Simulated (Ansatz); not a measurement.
# Decaying states in the gap of Rb2TeO

Wanted: the relaxed cell of Rb2TeO, its band edges and its decay constants. It is built by putting Te for part of the O in the RbO structure of space group Immm, with the volume rescaled by atomic radii. The parent structure comes from the Materials Project.

Program: Ansatz 0.2.0. Level of theory: PBE DFT, plane waves, PAW files, in the first sound run; inputs show where later runs differ. Results are calculated unless marked as measured.

This is a report of a sequence of runs, with most program output left out.

The structure was built from a prototype and need not be the compound's stable phase.

### 1. The structure

The structure is orthorhombic, space group Imm2 (No. 44). The conventional cell has a = 4.416 Å, b = 7.465 Å, c = 6.305 Å, α = 90.00°, β = 90.00°, γ = 90.00°. Nearest to Rb lie 3 O at 2.97 to 3.03 Å and 3 Te at 2.97 to 3.03 Å. Nearest to O lie 1 Te at 1.60 Å and 6 Rb at 2.97 to 3.03 Å. Nearest to Te lie 1 O at 1.60 Å. It derives from RbO. Te for part of the O in the RbO structure of space group Immm. Farther neighbours and most contacts between anions are not listed.

As a file:

```cif
data_structure
_symmetry_space_group_name_H-M 'P 1'
_symmetry_Int_Tables_number 1
_cell_length_a 5.3613
_cell_length_b 5.3613
_cell_length_c 5.3613
_cell_angle_alpha 131.354
_cell_angle_beta 107.974
_cell_angle_gamma 91.760
_cell_volume 103.92
loop_
_atom_site_label
_atom_site_type_symbol
_atom_site_fract_x
_atom_site_fract_y
_atom_site_fract_z
_atom_site_occupancy
Rb1 Rb 0.25626 0.25626 0.00000 1
Rb2 Rb 0.74374 0.74374 0.00000 1
O3 O 0.62688 0.00000 0.62688 1
Te4 Te 0.37312 0.00000 0.37312 1
```

### 2. Cell and atoms at rest

The substituted atoms don't fit the parent's cell, so cell and atoms relax together. A small smearing keeps the run stable in case the gap closes on the way.

Input file input.yaml:

```yaml
crystal:
  lattice:
    - [-2.208195554, 3.152262512, 3.7323360008]
    - [2.208195554, -3.152262512, 3.7323360008]
    - [2.208195554, 3.152262512, -3.7323360008]
  atoms:
    - { symbol: Rb, position: [0.25626393, 0.25626393, 0.0] }
    - { symbol: Rb, position: [0.74373607, 0.74373607, 0.0] }
    - { symbol: O, position: [0.62688266, 0.0, 0.62688266] }
    - { symbol: Te, position: [0.37311734, 0.0, 0.37311734] }
kpoints:
  mp_grid: { grid: [6, 6, 6] }
scf:
  occupations: { method: gaussian, width: 0.03 }
hamiltonian:
  xc: pbe
output:
  forces: true
  stress: true
relax:
  f_tol: 0.02
  max_steps: 60
  cell: {}
```

The run is started by

```sh
$ ansatz run input.yaml --threads 2 --pin off --max-ram 4096MiB --backend cpu --events-out ev --progress --plain --runs-dir out
```

The job ended after 2.1 min (2 threads of Arm Neoverse V2, shared host; peak memory 0.5 GiB; 4.2 min of CPU time).

Relaxation path:

```
step  energy less that of the first step (eV)  largest force component (eV/Å)  pressure (GPa)  volume (Å³)
   1                                   0.0000                         19.9400           31.88       103.92
   2                                  -3.6167                          4.5277           11.01       119.25
   3                                  -4.4315                          2.1938            3.90       135.82
   4                                  -4.7190                          0.2941            1.23       143.68
   5                                  -4.7409                          0.1182            0.52       146.62
   6                                  -4.7326                          0.0139           -0.59       151.45
   7                                  -4.7471                          0.0183            0.04       148.78
   8                                  -4.7473                          0.0090           -0.01       149.03
  9*                                  -4.9656                          0.0192            1.64       149.03
  10                                  -5.0358                          0.0896            0.86       156.52
  11                                  -5.0698                          0.1922            0.34       164.79
  12                                  -5.0773                          0.1104           -0.29       170.91
  13                                  -5.0897                          0.0465            0.14       167.53
  14                                  -5.0898                          0.0059            0.00       168.28
  15                                  -5.0899                          0.0012            0.01       168.22
 16*                                  -5.1275                          0.0049            0.17       168.22
  17                                  -5.1345                          0.0062            0.02       171.12
  18                                  -5.1344                          0.0012           -0.01       171.71
 19*                                  -5.1382                          0.0013            0.01       171.71
  20                                  -5.1382                          0.0040            0.00       171.91
 21*                                  -5.1384                          0.0039            0.00       171.91
```

Relaxation steps marked * repeat the geometry before them on a plane-wave basis chosen anew for their cell, so energy and pressure can jump there. Relaxation step 6 was tried and not accepted.

Forces are held to the 4 operations that the run works with; a distortion that breaks them can't arise in this run.

```
     cell as run  before   after   change
           a (Å)   5.361   6.236  +16.3 %
           b (Å)   5.361   6.236  +16.3 %
           c (Å)   5.361   6.236  +16.3 %
           α (°)  131.35  121.91   -7.2 %
           β (°)  107.97  117.52   +8.8 %
           γ (°)   91.76   90.54   -1.3 %
volume (Å³/atom)   25.98   42.98  +65.4 %
```

The atoms that moved most (Å, as changes of fractional coordinates times the final cell):

```
atom     dx      dy      dz  length
  O3  0.000   0.550   0.000   0.550
 Rb1  0.000  -0.374  -0.048   0.377
 Rb2  0.000  -0.374   0.048   0.377
 Te4  0.000   0.198   0.000   0.198
```

Final coordinates:

```xyz
4
Lattice="-3.0276 3.2343 4.3888 3.0276 -3.2343 4.3888 3.0276 3.2343 -4.3888" Properties=species:S:1:pos:R:3 pbc="T T T"
Rb    0.0000   -0.3740    2.2017
Rb    0.0000   -0.3740    6.5760
O     0.0000    4.6051    0.0000
Te    0.0000    2.6115    0.0000
```

This step gave:

```yaml
free_energy: -14083.3829 eV
fermi_energy: 3.836 eV
pressure: 0.003709 GPa
```

The largest force component on a free atom ends at 0.0039 eV/Å.

### 3. Band edges

The energy window and the wavevectors of the next steps follow from the band edges, so these are searched first, off the mesh as well.

Input file input.yaml:

```yaml
crystal:
  lattice:
    - [-3.0276050262, 3.2343147623, 4.3888491755]
    - [3.0276050262, -3.2343147623, 4.3888491755]
    - [3.0276050262, 3.2343147623, -4.3888491755]
  atoms:
    - { symbol: Rb, position: [0.1930169332, 0.2508324161, -0.0578154829] }
    - { symbol: Rb, position: [0.691352101, 0.7491675839, -0.0578154829] }
    - { symbol: O, position: [0.7119113886, 0.0, 0.7119113886] }
    - { symbol: Te, position: [0.4037195773, 0.0, 0.4037195773] }
kpoints:
  mp_grid: { grid: [6, 6, 6] }
  band_path: { path: [VBM, CBM], npoints: 30 }
scf:
  occupations: { method: fixed }
hamiltonian:
  xc: pbe
output:
  eigenvalues: true
  write_potential: true
  write_density: true
  volumetric_format: npy
```

It took 23 s on 2 threads; peak memory 0.46 GiB.

This step gave:

```yaml
free_energy: -14083.3830 eV
fermi_energy: 3.188 eV
gap_on_the_k_mesh: 1.298 eV
gap_on_path: 1.264 eV, by band count; negative where bands overlap
direct_gap_on_path: 1.357 eV
edge_places_on_path: 0, 1.382 1/A along the path
```

Electronic bands along the path, in eV, zero at the Fermi level (highest filled level under fixed occupations); v1 is the highest filled band, c1 the lowest empty one:

```
  point     v4     v3     v2     v1    c1    c2    c3    c4
    VBM  -2.72  -2.36  -0.25   0.00  2.39  2.85  4.44  4.57
halfway  -2.61  -2.37  -0.29  -0.09  1.98  3.54  3.95  4.52
    CBM  -2.44  -2.44  -0.21  -0.09  1.26  3.42  3.86  4.82
```

The searched edges give 1.26 eV, under the 1.30 eV of the mesh, which misses an edge.

### 4. Decaying states in the gap, plane (010), k-mesh 6×6×6

This step: PBE DFT, plane waves, PAW files; complex bands by layer matching along the plane's normal (Ansatz 0.2.0).

The same crystal is laid in a cell whose first two vectors span the (010) plane (indices of the standard conventional cell, whose axes can be ordered otherwise than in the bulk input). At fixed energy and wavevector in the plane the solver finds all kz, real and complex. A few wavevectors are listed, (0, 0), (0, 0.4167) and (0.5, 0) in units of the plane's reciprocal vectors; the slowest state needn't be among them.

Input file input.yaml:

```yaml
crystal:
  lattice:
    - [6.055210052, 0.0, 0.0]
    - [0.0, 6.468629525, 0.0]
    - [3.027605026, 3.234314762, 4.388849176]
  atoms:
    - { symbol: Rb, position: [0.7491675839, 0.691352101, 0.5016648322] }
    - { symbol: Rb, position: [0.2508324161, 0.1930169332, 0.4983351678] }
    - { symbol: O, position: [0.0, 0.7119113886, 0.0] }
    - { symbol: Te, position: [0.0, 0.4037195773, 0.0] }
kpoints:
  mp_grid: { grid: [6, 6, 6] }
scf:
  occupations: { method: fixed }
hamiltonian:
  xc: pbe
output:
  eigenvalues: true
  transmission:
    leads: [[0, 0]]
    kpoints: [[0.0, 0.0], [0.0, 0.4167], [0.5, 0.0]]
    e_range: [-1.0, 2.26]
    de: 0.08
```

The job ended after 2.1 min (2 threads; peak memory 0.95 GiB).

This step gave:

```
Fermi energy                                              : 3.187 eV
level to which the leads are filled                       : 0.6488 eV from the Fermi level
decay constant at the filling level, zone centre          : 0.2983 Å⁻¹
decay constant at the filling level, slowest listed point : 0.2511 Å⁻¹
```

K parallel (0, 0); values up to 1.5 1/Å, a degenerate pair printed once or twice; energies at which all values exceed this have no row. Im kz of the slowest decaying states against energy, zero at the highest filled level on the SCF mesh:

```
energy (eV)  decay 1 (Å⁻¹)  decay 2 (Å⁻¹)  decay 3 (Å⁻¹)  decay 4 (Å⁻¹)
      -1.00          0.508          0.641          0.701          0.815
      -0.84          0.515          0.607          0.699          0.837
      -0.76          0.518          0.586          0.699          0.835
      -0.60          0.525          0.533          0.698          0.796
      -0.52          0.499          0.530          0.698          0.769
      -0.36          0.394          0.540          0.699          0.701
      -0.20          0.397          0.553          0.599          0.673
      -0.12          0.454          0.510          0.560          0.624
      -0.04          0.202          0.281          0.482          0.533
       0.04          0.254          0.464          0.497          0.574
       0.12          0.281          0.506          0.567          0.581
       0.28          0.305          0.513          0.591          0.646
       0.44          0.310          0.511          0.599          0.682
       0.52          0.308          0.508          0.602          0.694
       0.68          0.298          0.499          0.605          0.697
       0.76          0.291          0.493          0.605          0.693
       0.92          0.273          0.479          0.604          0.683
       1.08          0.249          0.462          0.599          0.670
       1.16          0.234          0.453          0.595          0.663
       1.32          0.199          0.432          0.584          0.647
       1.40          0.177          0.421          0.577          0.639
       1.56          0.118          0.396          0.560          0.621
       1.72          0.368          0.536          0.602          0.720
       1.80          0.352          0.521          0.591          0.717
       1.96          0.315          0.484          0.568          0.711
       2.04          0.293          0.460          0.556          0.707
       2.20          0.237          0.395          0.529          0.698
```

K parallel (0, 0.4167); values up to 1.5 1/Å, a degenerate pair printed once or twice; energies at which all values exceed this have no row. Table of Im kz of the slowest decaying states by energy, zero at the highest filled level on the SCF mesh:

```
energy (eV)  decay 1 (Å⁻¹)  decay 2 (Å⁻¹)  decay 3 (Å⁻¹)  decay 4 (Å⁻¹)
      -1.00          0.497          0.680          0.703          0.876
      -0.84          0.454          0.672          0.702          0.885
      -0.68          0.400          0.662          0.698          0.889
      -0.52          0.326          0.652          0.693          0.874
      -0.36          0.186          0.641          0.687          0.798
      -0.20         0.0688          0.173          0.630          0.668
      -0.04          0.224          0.282          0.587          0.618
       0.12          0.261          0.318          0.606          0.661
       0.28          0.273          0.332          0.594          0.650
       0.44          0.272          0.333          0.582          0.639
       0.60          0.260          0.325          0.569          0.627
       0.76          0.240          0.308          0.556          0.615
       0.92          0.208          0.283          0.543          0.602
       1.08          0.160          0.247          0.529          0.587
       1.24         0.0603          0.192          0.514          0.573
       1.40         0.0839          0.499          0.557          0.798
       1.56          0.482          0.540          0.795          0.835
       1.72         0.0785          0.465          0.522          0.791
       1.88          0.145          0.446          0.504          0.786
       2.04          0.173          0.426          0.483          0.780
       2.20          0.185          0.404          0.462          0.773
```

K parallel (0.5, 0); values up to 1.5 1/Å, a degenerate pair printed once or twice; energies at which all values exceed this have no row. The Im kz of the slowest decaying states by energy, zero at the highest filled level on the SCF mesh:

```
energy (eV)  decay 1 (Å⁻¹)  decay 2 (Å⁻¹)  decay 3 (Å⁻¹)  decay 4 (Å⁻¹)
      -1.00          0.676          0.717          0.911          0.913
      -0.84          0.643          0.684          0.884          0.925
      -0.76          0.625          0.667          0.872          0.929
      -0.60          0.581          0.627          0.848          0.935
      -0.52          0.554          0.604          0.837          0.936
      -0.36          0.476          0.540          0.817          0.938
      -0.20          0.227          0.415          0.798          0.938
      -0.12          0.326          0.790          0.937           1.00
      -0.04          0.327          0.394          0.782          0.936
       0.04          0.438          0.454          0.775          0.934
       0.12          0.486          0.488          0.768          0.932
       0.28          0.529          0.536          0.757          0.927
       0.44          0.552          0.560          0.747          0.920
       0.52          0.560          0.566          0.744          0.917
       0.68          0.571          0.571          0.738          0.908
       0.76          0.570          0.575          0.736          0.904
       0.92          0.564          0.580          0.733          0.894
       1.08          0.553          0.581          0.730          0.883
       1.16          0.546          0.580          0.729          0.877
       1.32          0.530          0.578          0.725          0.863
       1.40          0.520          0.576          0.722          0.856
       1.56          0.499          0.570          0.715          0.843
       1.72          0.476          0.562          0.705          0.827
       1.80          0.463          0.558          0.698          0.818
       1.96          0.435          0.548          0.680          0.800
       2.04          0.419          0.542          0.668          0.790
       2.20          0.385          0.529          0.639          0.769
```

At the listed wavevectors the last open channel is at -0.12 eV and the next at +1.32 eV on the grid. At +0.68 eV, the grid energy nearest the filling level (the middle of the gap on the SCF mesh), the slowest state at the listed wavevectors decays with κ = 0.251 Å⁻¹, its amplitude falling by e over 4.0 Å. Through 1 nm of this crystal that state's transmission falls by exp(−2 × 0.251 Å⁻¹ × 10 Å) = 0.0066.

(Continued in part 2 of 2.)

[Logs are printed without paths, hosts, clocks, repeated set-up lines and the standing remarks that a program may print on its own settings, such as how far it seeks lower states.]

[Hosts, paths, dates, database ids (printed as entryN), source tags and the programs' standing remarks are cut or masked in the printed files.]
